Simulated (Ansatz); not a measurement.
# Al(100) film, 5 layers, adrow: surface scattering, part 2 of 2

How does Al(100) film, 5 layers, adrow scatter electrons that run along the film?

Ansatz 0.2.0; Ansatz plane-wave DFT, PBE, PAW files; relaxation of the atoms about the surface defect; PAW set soft_1 (the session's first sound run).

So far. Step 2 (Relaxing about the defect): The largest force component on a free atom ends at 0.0037 eV/Å, under the tolerance of 0.03, after 3 steps.

### 3. Transmission along the film

The film far from the defect is the lead. The first vector holds vacuum and takes one k-point. Energies from -0.05 to 0.05 eV in steps of 0.05 eV are too few for the program's thermal sum, so it prints no conductance; for a metal the transmission near the Fermi level serves, at a fraction of the cost.

This step: Ansatz plane-wave DFT, PBE, PAW files; ballistic transport by layer matching (Landauer), zero bias; PAW set soft_1 (Ansatz 0.2.0).

Contents of input.yaml:

```yaml
crystal:
  lattice:
    - [21.119925, 0.0, 0.0]
    - [0.0, 2.862347037, 0.0]
    - [0.0, 0.0, 37.2105114815]
  atoms:
    - { symbol: Al, position: [0.2130689385, 0.0, 0.0] }
    - { symbol: Al, position: [0.3089019019, 0.5, 0.0384615385] }
    - { symbol: Al, position: [0.4047348653, 0.0, 0.0] }
    - { symbol: Al, position: [0.5005678287, 0.5, 0.0384615385] }
    - { symbol: Al, position: [0.5964007921, 0.0, 0.0] }
    - { symbol: Al, position: [0.2130689385, 0.0, 0.0769230769] }
    - { symbol: Al, position: [0.3089019019, 0.5, 0.1153846154] }
    - { symbol: Al, position: [0.4047348653, 0.0, 0.0769230769] }
    - { symbol: Al, position: [0.5005678287, 0.5, 0.1153846154] }
    - { symbol: Al, position: [0.5964007921, 0.0, 0.0769230769] }
    - { symbol: Al, position: [0.2130689385, 0.0, 0.1538461538] }
    - { symbol: Al, position: [0.3089019019, 0.5, 0.1923076923] }
    - { symbol: Al, position: [0.4047348653, 0.0, 0.1538461538] }
    - { symbol: Al, position: [0.5005678287, 0.5, 0.1923076923] }
    - { symbol: Al, position: [0.5964007921, 0.0, 0.1538461538] }
    - { symbol: Al, position: [0.2130689385, 0.0, 0.2307692308] }
    - { symbol: Al, position: [0.3089019019, 0.5, 0.2692307692] }
    - { symbol: Al, position: [0.4047348653, 0.0, 0.2307692308] }
    - { symbol: Al, position: [0.5005678287, 0.5, 0.2692307692] }
    - { symbol: Al, position: [0.5964007921, 0.0, 0.2307692308] }
    - { symbol: Al, position: [0.2130689385, 0.0, 0.3076923077] }
    - { symbol: Al, position: [0.3089019019, 0.5, 0.3461538462] }
    - { symbol: Al, position: [0.4047348653, 0.0, 0.3076923077] }
    - { symbol: Al, position: [0.4996755372, 0.5, 0.3464362375] }
    - { symbol: Al, position: [0.5964007921, 0.0, 0.3076923077] }
    - { symbol: Al, position: [0.2130689385, 0.0, 0.3846153846] }
    - { symbol: Al, position: [0.3089019019, 0.5, 0.4230769231] }
    - { symbol: Al, position: [0.4047348653, 0.0, 0.3846153846] }
    - { symbol: Al, position: [0.5002931616, 0.5, 0.4234231896] }
    - { symbol: Al, position: [0.5974055773, 0.0, 0.3840663998] }
    - { symbol: Al, position: [0.2130689385, 0.0, 0.4615384615] }
    - { symbol: Al, position: [0.3089019019, 0.5, 0.5] }
    - { symbol: Al, position: [0.4047348653, 0.0, 0.4615384615] }
    - { symbol: Al, position: [0.5016267141, 0.5, 0.5] }
    - { symbol: Al, position: [0.5988808223, 0.0, 0.4600496383] }
    - { symbol: Al, position: [0.2130689385, 0.0, 0.5384615385] }
    - { symbol: Al, position: [0.3089019019, 0.5, 0.5769230769] }
    - { symbol: Al, position: [0.4047348653, 0.0, 0.5384615385] }
    - { symbol: Al, position: [0.5002931616, 0.5, 0.5765768104] }
    - { symbol: Al, position: [0.5988808223, 0.0, 0.5399503617] }
    - { symbol: Al, position: [0.2130689385, 0.0, 0.6153846154] }
    - { symbol: Al, position: [0.3089019019, 0.5, 0.6538461538] }
    - { symbol: Al, position: [0.4047348653, 0.0, 0.6153846154] }
    - { symbol: Al, position: [0.4996755372, 0.5, 0.6535637625] }
    - { symbol: Al, position: [0.5974055773, 0.0, 0.6159336002] }
    - { symbol: Al, position: [0.2130689385, 0.0, 0.6923076923] }
    - { symbol: Al, position: [0.3089019019, 0.5, 0.7307692308] }
    - { symbol: Al, position: [0.4047348653, 0.0, 0.6923076923] }
    - { symbol: Al, position: [0.5005678287, 0.5, 0.7307692308] }
    - { symbol: Al, position: [0.5964007921, 0.0, 0.6923076923] }
    - { symbol: Al, position: [0.2130689385, 0.0, 0.7692307692] }
    - { symbol: Al, position: [0.3089019019, 0.5, 0.8076923077] }
    - { symbol: Al, position: [0.4047348653, 0.0, 0.7692307692] }
    - { symbol: Al, position: [0.5005678287, 0.5, 0.8076923077] }
    - { symbol: Al, position: [0.5964007921, 0.0, 0.7692307692] }
    - { symbol: Al, position: [0.2130689385, 0.0, 0.8461538462] }
    - { symbol: Al, position: [0.3089019019, 0.5, 0.8846153846] }
    - { symbol: Al, position: [0.4047348653, 0.0, 0.8461538462] }
    - { symbol: Al, position: [0.5005678287, 0.5, 0.8846153846] }
    - { symbol: Al, position: [0.5964007921, 0.0, 0.8461538462] }
    - { symbol: Al, position: [0.2130689385, 0.0, 0.9230769231] }
    - { symbol: Al, position: [0.3089019019, 0.5, 0.9615384615] }
    - { symbol: Al, position: [0.4047348653, 0.0, 0.9230769231] }
    - { symbol: Al, position: [0.5005678287, 0.5, 0.9615384615] }
    - { symbol: Al, position: [0.5964007921, 0.0, 0.9230769231] }
    - { symbol: Al, position: [0.6894287961, 0.5, 0.5] }
kpoints:
  mp_grid: { grid: [1, 11, 1] }
hamiltonian:
  xc: pbe
  pseudopotentials: { kind: paw, azcp: { folder: soft_1 } }
scf:
  occupations: { method: fermi_dirac, width: 0.1 }
output:
  transmission: { leads: [[0, 5]], kmesh: [1, 22], e_range: [-0.05, 0.05], de: 0.05 }
  write_potential: true
  write_density: true
  volumetric_format: npy
  elf: true
```

Launch:

```
> ansatz run input.yaml --threads 8 --pin off --max-ram 15360MiB --backend cpu --events-out ev --progress --plain --runs-dir out
```

Numbers of over 12 decimals in the logs are rounded to 6 here.

Output:

```text
[...]
Crystal: 66 atoms, lattice volume = 2249.470 Å³
Basis set: ecut = 420 eV, 43999 PW (Γ)
Bands: 165, of which v1, the nominal top of the filled ones, is band 99 counted from 1 (98 counted from 0)
Symmetry: 4 space group operations
[...]
k-points: 6 of 11
[...]
SCF iter   1: F=—  HF=-35472.274912 eV  |F-HF|=—  |Δ(HF+E_count)|=         —  Δρ=1.91e-2  dr2=8.21e1  ethr=3.10e-3  ⟨swp⟩=8.2  Hψ=5600  notcnv=0  defer=34
[...]
SCF iter   9: F=-35463.065864 eV  HF=-35463.065864 eV  |F-HF|=1.50e-9  |Δ(HF+E_count)|=   2.85e-8  Δρ=3.02e-7  dr2=5.74e-9  ethr=5.05e-11  ⟨swp⟩=42.7  Hψ=6087  notcnv=0
SCF 1 converged in 9 iterations: F = -35463.065864 eV  dr2 = 5.74e-9
[...]
transmission: 60 of 564 steps passed
transmission: 114 of 564 steps passed
[...]
transmission: 564 of 564 steps passed
WARN: The output density's exchange-correlation potential varies sharply where the density is thin. Do not read a vacuum level from v_tot or v_xc, or from such a field of the output density. On a cell that repeats whose density bears no net charge and no dipole along the vacuum's axis use v_es (v_loc + v_h of the components); under efield.dipole_correction with no amplitude use v_es + v_field, which holds any externa [...]
SCF converged after 9 iterations
Free energy (F): -35463.065864 eV
[...]
Internal energy: -35462.122557 eV  (E = F + TS)
E sigma→0 (E₀):  -35462.594210 eV
Entropy (-TS):   -0.943308 eV (-14.293 meV/atom)
Fermi energy:    1.651389 eV
[...]
--- Band table (eV; the first three rows and the last of 6) ---
  k-point 0: bands = [... 95 lower, 1.5632, 1.6076, 1.6386, 1.6896, 2.0643, 2.0688, 2.1466, 2.1691, ... 62 higher]
  k-point 1: bands = [... 95 lower, 1.6979, 1.7381, 1.7718, 1.8266, 2.1826, 2.1852, 2.2796, 2.3032, ... 62 higher]
  k-point 2: bands = [... 95 lower, 2.0891, 2.1131, 2.1653, 2.2340, 2.4426, 2.4468, 2.4490, 2.5155, ... 62 higher]
  k-point 5: bands = [... 95 lower, 1.3058, 1.3128, 1.3523, 1.3570, 1.3592, 1.3728, 1.3732, 1.3817, ... 62 higher]
--- Transmission ---
  basis      : 527 plane waves across, 47 finite elements along
  points     : 12, standing for a mesh of 1 x 22
  energies   : 3 from -0.050000 to 0.050000 eV about the Fermi level, 0.050000 eV apart; the leads are filled to 0.000000 eV, and channels, transmission and decay are at 0.000000 eV
  crystal 0  : Al5, at the sites [0, 5], period 2.8623 Å, over 24.62 Å; its Hamiltonian steps by up to 1.8 meV
    offset         : up to 0.0000 Å between an atom of the period and one for which it stands
    channels       : 5.727273e0 a spin
    conductance    : none, the energies end too early or step too widely for 300 K: set another output.transmission.e_range or a lower de, or, where they end at an eighth of basis.ecutwfc, a higher one
  junction   : crystal 0 to crystal 0, 0.72 to 35.06 Å
    transmission   : 4.662476e0 a spin
[...]
```

It took 7.7 min on 8 threads of Intel Xeon at 2.70GHz, shared host; peak memory 9.1 GiB; 51 min of CPU time.

Reading the cycles: dr2 is the Hartree energy of the density residual (eV), the measure of convergence; HF is the Harris–Foulkes estimate of the energy, which meets the free energy F at convergence.

This step gave:

| Property | Result |
| --- | --- |
| free energy | -35463.0659 eV |
| energy at zero smearing | -35462.5942 eV |
| Fermi energy | 1.651 eV |
| cell area | 60.45 Å² |
| transmission per spin nearest the Fermi level | 4.662 |
| open channels per spin nearest the Fermi level | 5.727 |
| step of the lead's potential | 1.8 meV |

Per spin. Table of transmission, zone mean by energy, zero at the Fermi level:

| energy (eV) | transmission, zone mean |
| --- | --- |
| -0.0500 | 4.50 |
| 0.0000 | 4.66 |
| 0.0500 | 4.28 |

Per spin. The open channels, zone mean, lead by energy, zero at the Fermi level:

```
energy (eV)  open channels, zone mean, lead
    -0.0500                            5.64
     0.0000                            5.73
     0.0500                            5.36
```

Valence density in the ca plane at fractional y = 0.000, with atoms of Al within 0.2 Å of it. It is the smooth field of the valence electrons, not physical close to the nuclei.

Ten even steps from '0' (0.00 e/Å³) to '9' (0.22 e/Å³), each cell a mean:
```
00000000000000000000000000000000000000000000
00000000000000000000000000000000000000000000
00000000000000000000000000000000000000000000
00000000000000000000000000000000000000000000
00000000000000000000000000000000000000000000
00000000000000000000000000000000000000000000
00000000000000000000000000000000000000000000
11111111001111110011111100111110001111100111
54566565445655654456555544565655455656544556
99974359999633699995347999853479998434899974
98887789889877898898778989987799899778998997
88866567888666688876667898766678987666789876
88876678888766788887667888776678887767788876
99986689999866899997668989976699899767998986
99974469999744799996447999954589998545899984
88887788888877888888778888887888888878888887
89865567898655689876556898765578987656789875
88887788888877888888778888887788888878888887
99974369999744799996447999953489998535999984
66776567667755776676567766765677677656766776
11122222112222221122222111222221112222211122
00000000000000000000000000000000000000000000
00000000000000000000000000000000000000000000
00000000000000000000000000000000000000000000
```
Columns run along c (16.0 Å, from fractional 0.57 to 1.00 of the cell), rows up along a (21.1 Å). Atoms in or near the plane, at fractional coordinates: Al at (0.62, 0.21), Al at (0.62, 0.40), Al at (0.62, 0.60), Al at (0.69, 0.21), Al at (0.69, 0.40), Al at (0.69, 0.60), Al at (0.77, 0.21), Al at (0.77, 0.40), Al at (0.77, 0.60), Al at (0.85, 0.21), Al at (0.85, 0.40), Al at (0.85, 0.60), Al at (0.92, 0.21), Al at (0.92, 0.40) and more.

ELF in the ca plane at fractional y = 0.000, with atoms of Al within 0.2 Å of it. It is the smooth field of the valence electrons, not physical close to the nuclei.

Values in units of 1e-1, 13 rows by 16 columns, each cell a mean:
```
0.0 0.0 0.0 0.0 0.0 0.0 0.0 0.0 0.0 0.0 0.0 0.0 0.0 0.0 0.0 0.0
0.0 0.0 0.0 0.0 0.0 0.0 0.0 0.0 0.0 0.0 0.0 0.0 0.0 0.0 0.0 0.0
0.0 0.0 0.0 0.0 0.0 0.0 0.0 0.0 0.0 0.0 0.0 0.0 0.0 0.0 0.0 0.0
0.3 1.0 1.0 0.6 1.2 0.8 0.6 1.3 0.7 0.7 1.3 0.6 0.8 1.2 0.5 1.0
5.5 6.5 6.4 6.1 6.3 6.4 6.1 6.3 6.3 6.3 6.3 6.1 6.4 6.4 5.9 6.5
6.7 4.0 4.6 6.5 3.5 5.1 6.2 3.2 5.7 5.7 3.2 6.2 5.1 3.6 6.5 4.5
5.7 3.8 4.3 5.6 3.5 4.7 5.4 3.4 5.1 5.1 3.4 5.4 4.7 3.5 5.6 4.3
6.1 3.4 4.1 6.1 2.9 4.7 5.8 2.5 5.3 5.3 2.5 5.8 4.7 2.9 6.1 4.0
5.8 4.1 4.7 5.7 3.8 5.0 5.6 3.7 5.3 5.3 3.7 5.6 5.0 3.9 5.7 4.6
6.0 3.9 4.6 6.0 3.6 5.1 5.8 3.4 5.5 5.5 3.3 5.8 5.1 3.6 6.0 4.6
7.2 5.7 6.0 7.1 5.3 6.4 7.0 5.0 6.7 6.7 5.0 7.0 6.3 5.3 7.2 6.0
1.8 3.2 2.8 1.9 3.5 2.5 2.0 3.6 2.3 2.3 3.5 2.0 2.6 3.4 1.8 2.9
0.0 0.0 0.0 0.0 0.1 0.0 0.0 0.1 0.0 0.0 0.1 0.0 0.0 0.1 0.0 0.0
```
Columns run along c (16.0 Å, from fractional 0.57 to 1.00 of the cell), rows up along a (21.1 Å). Atoms in or near the plane, at fractional coordinates: Al at (0.62, 0.21), Al at (0.62, 0.40), Al at (0.62, 0.60), Al at (0.69, 0.21), Al at (0.69, 0.40), Al at (0.69, 0.60), Al at (0.77, 0.21), Al at (0.77, 0.40), Al at (0.77, 0.60), Al at (0.85, 0.21), Al at (0.85, 0.40), Al at (0.85, 0.60), Al at (0.92, 0.21), Al at (0.92, 0.40) and more.

Electrostatic potential energy in the ca plane at fractional y = 0.000, with atoms of Al within 0.2 Å of it. With pseudopotentials it is smooth inside the atoms' cores, unlike the true potential.

Ten even steps from '0' (-14 eV) to '9' (6 eV), each cell a mean:
```
99999999999999999999999999999999999999999999
99999999999999999999999999999999999999999999
99999999999999999999999999999999999999999999
99999999999999999999999999999999999999999999
99999999999999999999999999999999999999999999
99999999999999999999999999999999999999999999
99999999999999999999999999999999999999999999
99999999999999999999999999999999999999999999
78753236887433478864334788633357885333688753
57306821662088126612870376038604750584057406
78642225776322367752223687522247874222478642
77788888777888877788888777888887778888877788
77777777777777777777777777777777777777777777
77522314775133147741322577323226762232367522
67404612673065136621650476126405750363057404
88765567887655678876556788755567877555778765
77788888777888877788888777888887778888877788
78764457887644678875446788754567876545678765
67405721673066126622650376137405750473057405
78622314775122257741322587313226863231378622
99988889999888899998888999988889998888899988
99999999999999999999999999999999999999999999
99999999999999999999999999999999999999999999
99999999999999999999999999999999999999999999
```
Columns run along c (16.0 Å, from fractional 0.57 to 1.00 of the cell; values clipped at the 3rd and 97th percentile), rows up along a (21.1 Å). Atoms in or near the plane, at fractional coordinates: Al at (0.62, 0.21), Al at (0.62, 0.40), Al at (0.62, 0.60), Al at (0.69, 0.21), Al at (0.69, 0.40), Al at (0.69, 0.60), Al at (0.77, 0.21), Al at (0.77, 0.40), Al at (0.77, 0.60), Al at (0.85, 0.21), Al at (0.85, 0.40), Al at (0.85, 0.60), Al at (0.92, 0.21), Al at (0.92, 0.40) and more.

Over the solved energies the transmission per spin lies between 4.28 and 4.66, out of 5.58 channels of the lead on average (up to 5.73).

### 4. Share that passes

This step: Ansatz plane-wave DFT, PBE, PAW files; ballistic transport by layer matching (Landauer), zero bias; share of the film's channels that pass the defect (the area holds the vacuum); PAW set soft_1 (Ansatz 0.2.0).

This step gave:

- T over the leads' mean channel count: 0.8041

Averaged over the energies near the Fermi level, 80.4 % of the channels pass.

### 5. Results

- share of the film's channels that pass: 0.804

**Reading.** 80 % of the film's channels pass the defect. The film is 5 layers thick, so the defect disturbs a good part of its section. It runs straight across the current without end, so the wavevector along it is kept. Only atoms near the defect are relaxed, while the rest of the face keeps bulk spacings, so part of the reflection may come from that relaxed patch.

[Logs are printed without paths, hosts, clocks, repeated set-up lines and the standing remarks that a program may print on its own settings, such as how far it seeks lower states.]

[Hosts, paths, dates, database ids (printed as entryN), source tags and the programs' standing remarks are cut or masked in the printed files.]
